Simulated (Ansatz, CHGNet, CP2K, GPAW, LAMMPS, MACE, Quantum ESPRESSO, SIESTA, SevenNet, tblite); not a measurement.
## Ga2O3 with crystalline order left by the classical run (95 atoms) in tblite

Aim: run Ga2O3 with crystalline order left by the classical run (95 atoms) in tblite and see how near its forces come to a plane-wave reference, and at what cost.

Program: tblite 0.8.0. Level of theory: the method is named at each step. Results are calculated unless marked as measured.

**1. Set-up**

The cell holds 95 atoms: 38 Ga and 57 O. Cell: a = 9.848 Å, b = 9.848 Å, c = 9.848 Å, α = 90.0°, β = 90.0°, γ = 90.0°. 95 atoms (38 Fe, 57 O) placed at random at 5.32 g/cm³, melted at 5000 K for 10 ps at fixed volume with the Morse and Coulomb pair potential with partial charges (Pedone, Malavasi, Menziani, Cormack and Segre, J. Phys. Chem. B 110, 11780 (2006)). Quenched from 5000 K to 300 K at 50 K/ps and fixed volume, held 5 ps, then minimised at fixed cell. Then Fe was replaced by Ga and the cell scaled by 1.003 (the potential has no terms for the new elements, so the cell is a start for a DFT relaxation).

The yardstick, on the same geometry:

- method: Kohn-Sham DFT, PBE, PAW, plane waves (Ansatz 0.2.0); cutoff 420 eV, Γ point, fermi-dirac smearing of 0.05 eV; PAW set soft_2
- r.m.s. force component: 0.3357 eV/Å
- longest force: 1.186 eV/Å
- pressure: -2.744 GPa
- gap (highest filled to lowest empty level): 0.9257 eV
- SCF cycles: 8
- time: 27 s on 4 threads of Arm Neoverse V1, shared host
- CPU time: 1.7 min

**2. GFN1-xTB**

Method: GFN1-xTB tight binding, diagonalisation.

File run.py:

```python
import numpy as np
from ase.io import read
from tblite.ase import TBLite

atoms = read("structure.xyz")
atoms.calc = TBLite(method="GFN1-xTB", electronic_temperature=580, accuracy=1.0, max_iterations=250, mixer_damping=0.4, verbosity=1)
energy = atoms.get_potential_energy()
forces = atoms.get_forces()
print(f"energy {energy:.6f} eV")
print("forces (eV/A)")
for i, (a, f) in enumerate(zip(atoms, forces)):
    print(f"{i:4d} {a.symbol:2s} {f[0]:10.5f} {f[1]:10.5f} {f[2]:10.5f}")
stress = -atoms.get_stress(voigt=False) * 160.21766
print("stress (GPa, compression positive)")
for row in stress:
    print(" ".join(f"{x:10.4f}" for x in row))
print("charges (e)")
print(np.array2string(atoms.get_charges(), precision=4, suppress_small=True, max_line_width=110, threshold=100000))
```

File structure.xyz:

```xyz
95
Lattice="9.84786 0.00000 0.00000 0.00000 9.84786 0.00000 0.00000 0.00000 9.84786" Properties=species:S:1:pos:R:3 pbc="T T T"
Ga 6.75435 2.88168 1.19110
Ga 2.24492 2.99001 7.29667
Ga 5.73106 7.10976 7.54277
Ga 9.34739 0.60879 6.56448
Ga 4.50264 1.04742 9.19672
Ga 7.48043 5.53735 9.44528
Ga 7.07037 5.99232 5.08100
Ga 0.86316 8.52795 4.66217
Ga 4.53976 1.24782 4.47467
Ga 2.50766 6.09514 2.02472
Ga 2.54538 2.37806 1.39200
Ga 0.98291 8.41894 9.75381
Ga 2.57167 9.27727 7.09075
Ga 1.21365 1.42282 4.28894
Ga 4.39825 7.92743 0.14220
Ga 2.28835 6.32528 7.97706
Ga 6.13266 6.65902 2.11827
Ga 0.86740 1.34985 9.05058
Ga 2.56497 9.31519 2.31700
Ga 1.70752 3.92063 3.64617
Ga 7.24990 9.00961 4.46266
Ga 0.41026 4.76774 9.81645
Ga 9.31312 4.03093 6.50303
Ga 7.55085 2.44207 4.47733
Ga 4.35689 7.87208 4.76843
Ga 3.91659 5.09715 5.70930
Ga 5.11025 4.06923 3.27865
Ga 0.72451 5.96869 5.20971
Ga 8.86130 4.40318 2.62800
Ga 9.25108 7.50673 7.33232
Ga 8.89055 7.81526 2.29071
Ga 7.49885 9.23207 9.46340
Ga 7.99971 2.53661 8.51761
Ga 5.94880 0.12950 6.82378
Ga 5.88114 0.15865 1.99646
Ga 5.73195 3.49776 7.03649
Ga 9.30879 1.01433 1.91925
Ga 4.46561 4.50224 9.67030
O 4.22582 6.92354 1.82658
O 5.30790 8.98115 8.40860
O 2.79492 5.54306 9.75352
O 7.27974 7.23414 3.60707
O 6.40160 3.69620 9.00104
O 7.19041 4.41056 3.91777
O 7.78877 9.68360 2.75720
O 7.63327 7.43149 8.34606
O 9.22380 1.61968 4.92974
O 3.01847 1.14925 3.28466
O 0.37668 9.38225 8.12370
O 8.82723 4.53523 8.30844
O 0.46433 6.65932 8.92610
O 0.56517 9.70516 3.16057
O 4.85913 3.33192 5.10868
O 9.10691 8.83885 0.67182
O 8.76391 6.03979 6.07190
O 8.99060 1.54986 0.00335
[... 35 atom lines left out ...]
O 3.83426 4.16200 7.54208
O 6.44917 1.11035 0.35068
O 1.72505 7.76169 1.47639
O 0.09227 7.04496 3.73933
```

Started as:

```bash
> OMP_NUM_THREADS=1 python run.py > output.txt
```

The program printed:

```text
------------------------------------------------------------
  cycle        total energy    energy error   density error
------------------------------------------------------------
      1     -251.8220814656  -2.5157677E+02   1.0159631E+00
      2     -119.7352473253   1.3208683E+02   1.5249370E+00
      3     -310.7415137990  -1.9100627E+02   4.0609027E-01
      4     -316.1821429630  -5.4406292E+00   1.6784849E-01
      5     -318.0090723860  -1.8269294E+00   8.3003985E-02
      6     -318.6271422683  -6.1806988E-01   5.3454906E-02
      7     -318.5922973185   3.4844950E-02   4.4639810E-02
      8     -318.7075852920  -1.1528797E-01   2.4213719E-02
      9     -318.7520014671  -4.4416175E-02   1.0508218E-02
     10     -318.7571198728  -5.1184057E-03   5.6202571E-03
     11     -318.7576969310  -5.7705819E-04   3.0472241E-03
     12     -318.7583299838  -6.3305280E-04   1.3091854E-03
     13     -318.7584512114  -1.2122756E-04   7.6735216E-04
     14     -318.7584838052  -3.2593837E-05   4.2702177E-04
     15     -318.7584754446   8.3605839E-06   4.2194513E-04
     16     -318.7584894432  -1.3998605E-05   1.7974915E-04
     17     -318.7584921448  -2.7015394E-06   7.5915714E-05
     18     -318.7584926497  -5.0489996E-07   2.9875067E-05
     19     -318.7584926801  -3.0444994E-08   1.8406833E-05
------------------------------------------------------------
 total:                                   9.069 sec
energy -8673.860393 eV
forces (eV/A)
   0 Ga    0.06323   -0.10726    0.18814
   1 Ga   -0.18290    0.54344   -0.93016
   2 Ga   -0.10403   -0.18163   -0.32920
   3 Ga    0.19818   -0.18023   -0.08340
   4 Ga    0.04147    0.25690   -0.14821
   5 Ga    0.30559    0.09552   -0.01615
   6 Ga   -0.20543   -0.49214    0.00664
   7 Ga    0.00258    0.03340    0.03541
   8 Ga    0.19129   -0.10413   -0.57374
   9 Ga    0.10707   -0.15944   -1.02464
  10 Ga   -0.53885    0.19930   -0.05430
  11 Ga   -0.16939   -0.15513   -0.55094
  12 Ga   -0.06336    0.91882   -0.02601
  13 Ga    0.11726    0.21796    0.23286
  14 Ga    0.61560    0.44893   -0.11213
  15 Ga   -0.36527   -0.06631    0.05835
  16 Ga    0.23820    0.21153   -0.27407
  17 Ga    0.16847    0.12309    0.06858
  18 Ga   -0.37507    0.27752    0.13055
  19 Ga    0.21438   -0.06122    0.65975
  20 Ga   -0.07105    0.02698    0.12834
  21 Ga    0.19209   -0.41752   -0.09645
  22 Ga   -0.05681    0.30121    0.39516
  23 Ga    0.57154   -0.20731    0.55038
[...]
87 O    -0.03809   -0.07370   -0.10482
  88 O    -0.07325    0.40964   -0.13522
  89 O    -0.11121    0.07588   -0.13356
  90 O     0.07186   -0.08622    0.06726
  91 O     0.02421   -0.85034    0.03277
  92 O    -0.30012   -0.01934    0.24613
  93 O     0.06955   -0.01219    0.33912
  94 O     0.08271    0.59788   -0.68150
stress (GPa, compression positive)
    6.4174    -1.3329    -3.1255
   -1.3329     4.9151     2.9307
   -3.1255     2.9307     2.3402
charges (e)
[ 0.5198  0.4965  0.5068  0.5273  0.5041  0.5018  0.5077  0.5364  0.5039  0.501   0.5099  0.513   0.5091
  0.5344  0.5089  0.5033  0.514   0.5262  0.5199  0.53    0.5243  0.4992  0.5242  0.5134  0.5148  0.5183
  0.5035  0.5346  0.5096  0.5076  0.5127  0.5071  0.5232  0.5136  0.5248  0.5052  0.5261  0.4879 -0.3195
 -0.3706 -0.3554 -0.3146 -0.3263 -0.3363 -0.3568 -0.3159 -0.3799 -0.3269 -0.3823 -0.3303 -0.3364 -0.3587
 -0.3358 -0.309  -0.337  -0.3412 -0.3468 -0.3103 -0.3811 -0.3373 -0.3446 -0.3542 -0.3361 -0.3859 -0.32
 -0.3225 -0.3389 -0.3705 -0.3146 -0.353  -0.3659 -0.3267 -0.3445 -0.326  -0.3634 -0.3547 -0.3511 -0.3457
 -0.3634 -0.3281 -0.3532 -0.325  -0.3835 -0.338  -0.3292 -0.3609 -0.3434 -0.311  -0.3158 -0.3617 -0.3391
 -0.3248 -0.3326 -0.332  -0.3556]
```

Elapsed: 9.7 s, on 1 thread of Arm Neoverse V1, shared host; peak memory 0.13 GiB.

Banners, paths, timers and routine set-up lines are dropped from the logs unmarked, and long logs keep their key lines alone; longer cuts are marked.

Compared with the plane-wave run:

```yaml
r_m_s_force_component: 0.2885 eV/Å
r_m_s_difference_of_force_components: 215.7 meV/Å
longest_difference_of_force_vectors: 780 meV/Å
force_difference_over_r_m_s_force: 64.26 %
slope_of_forces_against_the_reference_s: 0.6628
correlation_of_force_components: 0.7712
pressure: 4.558 GPa
pressure_difference: 7.302 GPa
```

Length of the force difference by element (eV/Å):

```
element  atoms  mean  most
     Ga     38  0.27  0.52
      O     57  0.39  0.78
```

Local excerpt of 9 atoms (numbers count through the whole input) about O86, which has 3 bonded neighbours where the commonest count for O is 4; x, y, z are measured from there.

| atom | x | y | z | distance (Å) | bonds | Mulliken charge (e) | Fx | Fy | Fz (eV/Å) |
| --- | --- | --- | --- | --- | --- | --- | --- | --- | --- |
| O86 | 0.00 | 0.00 | 0.00 | 0.00 | 3 | -0.36 | -0.12 | -0.08 | 0.15 |
| Ga36 | 0.45 | 1.75 | -0.53 | 1.89 | 6 | 0.51 | -0.01 | 0.12 | -0.13 |
| Ga34 | 0.66 | -1.61 | -0.74 | 1.90 | 6 | 0.51 | -0.28 | 0.11 | 0.24 |
| Ga5 | -0.78 | -0.70 | 1.63 | 1.94 | 6 | 0.50 | 0.04 | 0.26 | -0.15 |
| O43 | 1.12 | 1.95 | 1.43 | 2.67 | 5 | -0.33 | 0.18 | 0.24 | -0.03 |
| O65 | -2.61 | -0.58 | 0.56 | 2.73 | 4 | -0.32 | 0.29 | 0.03 | -0.24 |
| O74 | 2.43 | -1.26 | 0.15 | 2.74 | 4 | -0.33 | -0.20 | 0.20 | 0.40 |
| O40 | 0.02 | -2.61 | 0.84 | 2.74 | 5 | -0.37 | 0.21 | 0.07 | 0.00 |
| O80 | -1.18 | -1.89 | -1.63 | 2.76 | 4 | -0.33 | -0.27 | 0.07 | 0.20 |

Atoms are counted from 1 here, from 0 in the log.

Forces lie 64 % from the reference's, at 0.095 times its CPU time (on 1 against 4 cores).

**3. Outcome**

- force difference from the reference: tblite GFN1-xTB, 64 %
- its CPU time: 9.7 s

**Reading.** Tight binding differs by 64 % (tblite GFN1-xTB); it is another model, with fitted parameters of its own, and the xTB methods hold dispersion. One electronic-structure run takes under half the reference's CPU time: tblite GFN1-xTB, at 64 % in 9.7 s against 1.7 min, too far off to be of use; its pressure misses by +7.3 GPa. Periodic xTB results under one method name differ between programs and library versions. The quench rate of 50 K/ps is many orders above laboratory rates, so the cell is likely richer in defects and strain than a real sample. The network of bonds at the start is that of the classical potential that made the cell, and needn't be the one that DFT or experiment would give. The reference's pressure of -2.7 GPa belongs to a cell and atoms that aren't relaxed at this level. The electronic-structure runs sample only Γ, in a cell whose shortest periodic width is 10 Å.

[Also dropped from logs without a mark: logging warnings of Python, and SIESTA's first energy breakdown and zero terms.]

[Logs are printed without paths, hosts, clocks, repeated set-up lines and the standing remarks that a program may print on its own settings, such as how far it seeks lower states.]

[Hosts, paths, dates, database ids (printed as entryN), source tags and the programs' standing remarks are cut or masked in the printed files.]
